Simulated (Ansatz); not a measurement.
# TiAsPRh, from a guessed structure to a relaxed one, part 2 of 2

This structure for TiAsPRh is made up. Its elements were placed in a known structure type with a cell scaled to their sizes. What cell does the guess relax to, and how far off was it?

Ansatz 0.2.0; DFT, r2SCAN, plane-wave PAW, files of the set soft_1, scalar-relativistic, no spin, cell and ions relaxed at zero pressure; PAW set soft_1 (the session's first sound run).

So far: Starting point; Relaxation of the guess. The relaxed cell has a = 3.610, c = 21.312 Å (conventional setting).

### 3. Bands of the relaxed cell

A second self-consistent run takes a narrower smearing and the mesh shown in its input; the bands follow along the standard path of the relaxed lattice.

This step: DFT, r2SCAN, plane-wave PAW, files of the set soft_1, scalar-relativistic, no spin, bands and density of states at the relaxed cell; PAW set soft_1 (Ansatz 0.2.0).

input.yaml reads:

```yaml
crystal:
  lattice:
    - [1.8050108798, 1.0421235173, 7.1039880411]
    - [-1.8050108798, 1.0421235173, 7.1039880411]
    - [0.0, -2.0842470346, 7.1039880411]
  atoms:
    - { symbol: Rh, position: [0.0094146816, 0.0094146816, 0.0094146816] }
    - { symbol: As, position: [0.6228086248, 0.6228086248, 0.6228086248] }
    - { symbol: Ti, position: [0.5035082766, 0.5035082766, 0.5035082766] }
    - { symbol: P, position: [0.1180017769, 0.1180017769, 0.1180017769] }
kpoints:
  mp_grid: { grid: [10, 10, 10] }
  band_path:
    path:
      - [[0.0, 0.0, 0.0], [0.5, 0.0, 0.0], [0.5, 0.18101306, -0.18101306]]
      - [[0.81898694, 0.5, 0.18101306], [0.5, 0.5, 0.5], [0.0, 0.0, 0.0], [0.34050653, 0.0, -0.34050653]]
      - [[0.65949347, 0.34050653, 0.0], [0.5, 0.5, 0.0], [0.65949347, 0.65949347, 0.18101306], [0.5, 0.5, 0.5]]
      - [[0.5, 0.0, 0.0], [0.81898694, 0.34050653, 0.34050653]]
    npoints: 8
scf:
  occupations: { method: fermi_dirac, width: 0.03 }
  n_extra_bands: 8
hamiltonian:
  xc: r2scan
  pseudopotentials: { kind: paw, azcp: { folder: soft_1 } }
output:
  forces: true
  stress: true
  write_bands: true
  dos: { projected: true }
  write_density: true
  write_potential: true
  elf: true
  volumetric_format: npy
```

On the command line:

```console
> ansatz run input.yaml --threads 4 --pin off --max-ram 8192MiB --backend cpu --events-out ev --progress --plain --runs-dir out
```

Numbers of over 12 decimals in the logs are rounded to 6 here.

The log of the run:

```text
[...]
Crystal: 4 atoms, lattice volume = 80.177 Å³
Basis set: ecut = 500 eV, 2077 PW (Γ), FFT grids on a1−a2, a2, −a2+a3, exchange–correlation on 108×216×108 points (64 copies of the dense FFT grid, shifted against one another)
Bands: 33, of which v1, the nominal top of the filled ones, is band 25 counted from 1 (24 counted from 0)
Symmetry: 6 space group operations
[...]
k-points: 116 of 1000 (time reversal used)
[...]
SCF iter   1: F=—  HF=-14561.446122 eV  |F-HF|=—  |Δ(HF+E_count)|=         —  Δρ=4.09e-1  dr2=4.62e2  dr2_τ=8.54e0  ethr=3.10e-3  ⟨swp⟩=6.6  Hψ=16875  notcnv=0
[...]
SCF iter  13: F=-14545.093376 eV  HF=-14545.093376 eV  |F-HF|=4.73e-8  |Δ(HF+E_count)|=   3.95e-8  Δρ=7.84e-6  dr2=8.77e-8  dr2_τ=2.92e-9  ethr=2.04e-10  ⟨swp⟩=16.9  Hψ=31600  notcnv=0
SCF 1 converged in 13 iterations: F = -14545.093376 eV  dr2 = 8.77e-8
  Residual-converged pass: ⟨swp⟩=1.0  Hψ=4294  notcnv=0  max |occ|·‖R‖ = 7.0e-9 eV (tolerance 1.0e-8 eV)  dr2=8.77e-8  dr2_τ=2.92e-9  dr2_onsite=7.31e-9  max |Δocc| = 3.4e-13
[...]
NSCF: frozen V_eff on 76 k-points
SCF converged after 13 iterations
Free energy (F): -14545.093376 eV
[...]
Internal energy: -14545.086365 eV  (E = F + TS)
E sigma→0 (E₀):  -14545.089871 eV
Entropy (-TS):   -0.007011 eV (-1.753 meV/atom)
Fermi energy:    10.345566 eV
[...]
--- Forces (eV/Å), atoms counted from 1 ---
  atom   1  Rh     0.00000000     0.00000000    -0.01326565
  atom   2  As    -0.00000000    -0.00000000     0.01474365
  atom   3  Ti     0.00000000    -0.00000000     0.00342884
  atom   4  P      0.00000000     0.00000000    -0.00492266
  max |Σ_I F_I| component: 1.58e-5 eV/Å
--- Stress (GPa, compression-positive) ---
       -0.023264      -0.000000       0.000000
       -0.000000      -0.023264      -0.000000
        0.000000      -0.000000      -0.012331
  P = ⅓ Tr σ = -0.0196 GPa (-0.196 kbar)
--- Band table (eV; the first three rows and the last of 116) ---
  k-point 0: bands = [... 21 lower, 8.7149, 8.7149, 9.7866, 11.2620, 11.2620, 13.5128, 13.5520, 13.5520, ... 4 higher]
  k-point 1: bands = [... 21 lower, 8.6166, 8.7354, 9.7313, 11.1385, 11.2314, 13.0263, 13.5017, 13.7985, ... 4 higher]
  k-point 2: bands = [... 21 lower, 8.4182, 8.7787, 9.5248, 10.8959, 11.2161, 12.2561, 13.3377, 13.3842, ... 4 higher]
  k-point 115: bands = [... 21 lower, 8.5921, 8.5921, 10.1001, 11.1689, 11.1689, 12.2482, 14.2613, 14.2613, ... 4 higher]
```

Wall time 39 s (4 threads of Arm Neoverse V1, shared host); peak memory 0.76 GiB; 2.5 min of CPU time.

This step gave:

| Property | Result |
| --- | --- |
| free energy | -14545.0934 eV |
| energy at zero smearing | -14545.0899 eV |
| smearing term TS | 0.007011 eV |
| Fermi energy | 10.35 eV |
| pressure | -0.01962 GPa |

From bands.tsv, the bands that come nearest the Fermi level along the path, at its corners, in eV from the Fermi level:

| point | band 21 | band 22 | band 23 | band 24 | band 25 | band 26 | band 27 | band 28 |
| --- | --- | --- | --- | --- | --- | --- | --- | --- |
| Γ | -2.60 | -1.63 | -1.63 | -0.56 | 0.92 | 0.92 | 3.17 | 3.21 |
| L | -2.08 | -1.49 | -1.47 | -0.97 | -0.58 | 0.96 | 1.46 | 1.59 |
| B1 | -2.97 | -2.07 | -1.67 | -0.87 | -0.04 | 0.43 | 0.57 | 1.35 |
| B | -2.97 | -2.07 | -1.67 | -0.87 | -0.04 | 0.43 | 0.57 | 1.35 |
| Z | -2.55 | -1.75 | -1.75 | -0.25 | 0.82 | 0.82 | 1.90 | 3.92 |
| Γ | -2.60 | -1.63 | -1.63 | -0.56 | 0.92 | 0.92 | 3.17 | 3.21 |
| X | -2.98 | -2.08 | -1.67 | -0.89 | 0.05 | 0.32 | 0.63 | 1.29 |
| Q | -2.98 | -2.08 | -1.67 | -0.89 | 0.05 | 0.32 | 0.63 | 1.29 |
| F | -1.93 | -1.47 | -1.41 | -1.07 | -0.43 | 0.67 | 1.15 | 1.77 |
| P1 | -1.98 | -1.49 | -1.44 | -1.05 | -0.41 | 0.78 | 1.28 | 1.77 |
| Z | -2.55 | -1.75 | -1.75 | -0.25 | 0.82 | 0.82 | 1.90 | 3.92 |
| L | -2.08 | -1.49 | -1.47 | -0.97 | -0.58 | 0.96 | 1.46 | 1.59 |
| P | -1.98 | -1.49 | -1.44 | -1.05 | -0.41 | 0.78 | 1.28 | 1.77 |

States per cell as run, both spins, in windows of 1 eV, from dos.tsv (zero at the Fermi level): Near the top, bands beyond those computed are missing, so counts there can be too low.

```
from  to  total
  -8  -7   0.00
  -7  -6   0.00
  -6  -5   1.07
  -5  -4   4.11
  -4  -3   4.51
  -3  -2   2.97
  -2  -1   4.04
  -1   0   2.34
   0   1   3.35
   1   2   2.97
   2   3   3.35
   3   4   2.24
   4   5   1.05
```

Below -8 eV lie 30.0 more states.

Valence density in the ac plane of the cell as run, not the conventional one, at fractional y = 0.009, with atoms of Rh within 0.2 Å of it. It is the smooth field of the valence electrons, not physical close to the nuclei.

Values in e/Å³, 11 rows by 16 columns, each cell a mean:
```
 8 10  5  1  0  0  1  0  0  0  0  0  0  0  0  2
 1  3  5  3  1  0  0  0  0  0  0  0  0  0  0  0
 0  0  1  1  1  0  0  0  0  0  0  0  0  0  0  0
 0  0  0  0  0  0  0  0  0  0  0  0  0  0  0  0
 0  0  0  0  0  0  0  0  0  0  0  0  0  0  0  0
 0  0  0  0  0  0  0  0  0  0  0  0  0  0  0  0
 1  0  0  0  0  0  0  0  0  0  0  0  0  0  0  1
 1  1  1  0  0  0  0  0  0  0  0  0  1  0  0  1
 1  1  1  1  0  0  0  0  0  0  0  0  1  3  2  1
 2  1  1  0  1  1  0  0  0  0  0  0  1  4  8  6
11  4  1  1  1  1  1  0  0  0  0  0  0  1  4 11
```
Columns run along a (7.4 Å), rows up along c (7.4 Å). Atoms in or near the plane, at fractional coordinates: Rh at (0.01, 0.01).

Electrostatic potential energy in the ac plane of the cell as run, not the conventional one, at fractional y = 0.009, with atoms of Rh within 0.2 Å of it. With pseudopotentials it is smooth inside the atoms' cores, unlike the true potential.

Values in eV, 11 rows by 16 columns, each cell a mean:
```
-47 -52 -38  -3   5  -2   0   8  12  12  13  13  14  14   8 -17
  0 -27 -43 -30   1  10  10  10  11  12  12  12  13  14  14  12
 14  10   0 -11  -5   8  12  13  13  13  13  12  12  13  14  14
 14  14  13  10   8   8  11  14  14  14  14  13  12  12  12  13
 13  13  14  13  11  10  11  12  14  14  14  14  13  12  12  12
 12  12  13  13  13  11   9  10  12  13  14  14  13  11  10  10
  1   8  12  12  13  13  11  10  10  11  11  12  13  11   6  -1
-24 -22  -3   9  12  13  13  12  11  10   9   5   3   7   9  -2
 -7 -31 -36 -18   5  11  13  13  13  12  11   6 -14 -27 -14   2
-14  -4 -25 -37 -26   1  11  12  13  14  14  12   2 -31 -51 -42
-51 -30  -2 -10 -26 -19   3  11  12  13  14  14  13   3 -30 -51
```
Columns run along a (7.4 Å; values clipped at the 3rd and 97th percentile), rows up along c (7.4 Å). Atoms in or near the plane, at fractional coordinates: Rh at (0.01, 0.01).

ELF in the ac plane of the cell as run, not the conventional one, at fractional y = 0.009, with atoms of Rh within 0.2 Å of it. It is the smooth field of the valence electrons, not physical close to the nuclei.

Ten even steps from '_' (0.06) to '@' (0.81), each cell a mean:
```
%%%%##++==##%%@@@@@@%%**--..______....--**
**%%%%##==--**%%@@@@@@##==::______......--
::++####**----++##%%%%##++--..______......
..::==****==::::==**####++--..________....
..::::--====::..::--======::..____________
__..::::----::........::::....____________
____..::----::::..____________........____
______::--====--::..__________..::----::..
..____..::========::..________::==++++==--
==::____..--==++++==::..______::==######**
##++::____::--==++++==::..____..==##%%@@%%
@@%%++::__..::--==++++==::..__..--**%%@@@@
@@@@%%++::__..::--==++++==::....::==##@@@@
%%@@@@%%++::__..::--==++==--::....::++%%@@
##**%%@@%%++::__..::--======::::::::--**%%
%%==--##@@%%++::__..::--====----====----##
####--::**@@%%++::____..::------==****====
==%%##::::##@@%%++::____..::::::--**####++
++==%%##----%%@@%%++::______..::::==##%%##
%%++==%%##==**@@@@%%++::______..::::++%%%%
@@%%++==##%%##%%@@@@##==..______....::**%%
```
Columns run along a (7.4 Å), rows up along c (7.4 Å). Atoms in or near the plane, at fractional coordinates: Rh at (0.01, 0.01).

### 4. Outcome

```
space group, relaxed : R3m
conventional cell    : a = 3.610, b = 3.610, c = 21.312 Å; α = 90.0°, β = 90.0°, γ = 120.0°
volume per atom      : 20.04 Å³ (guess 20.40)
```

TiAsPRh relaxes to R3m with a = 3.610, b = 3.610 and c = 21.312 Å. The guessed volume was 2 % too large. The space group R3m was held in the relaxation, so the end point is a stationary structure within it and may be a saddle against distortions or other arrangements. Bands cross the Fermi level, so it is a metal or semimetal at this level. The electron count is odd, which forces that without spin polarisation or a larger cell. On the 10×10×10 mesh with the narrower smearing (relaxed on 8×8×8) the largest force component is 0.015 eV/Å and the largest stress component is 0.023 GPa, within the relaxation's thresholds of 0.015 eV/Å and 0.05 GPa. The cutoff wasn't tested. A vector of the cell changed its length by 11 %, more than the volume shows. No dispersion term is used, so weakly bound directions may come out too long. The runs have no spin, and magnetism wasn't tested. Nothing here tests whether the compound is stable against decomposition.

[Logs are printed without paths, hosts, clocks, repeated set-up lines and the standing remarks that a program may print on its own settings, such as how far it seeks lower states.]

[Hosts, paths, dates, database ids (printed as entryN), source tags and the programs' standing remarks are cut or masked in the printed files.]
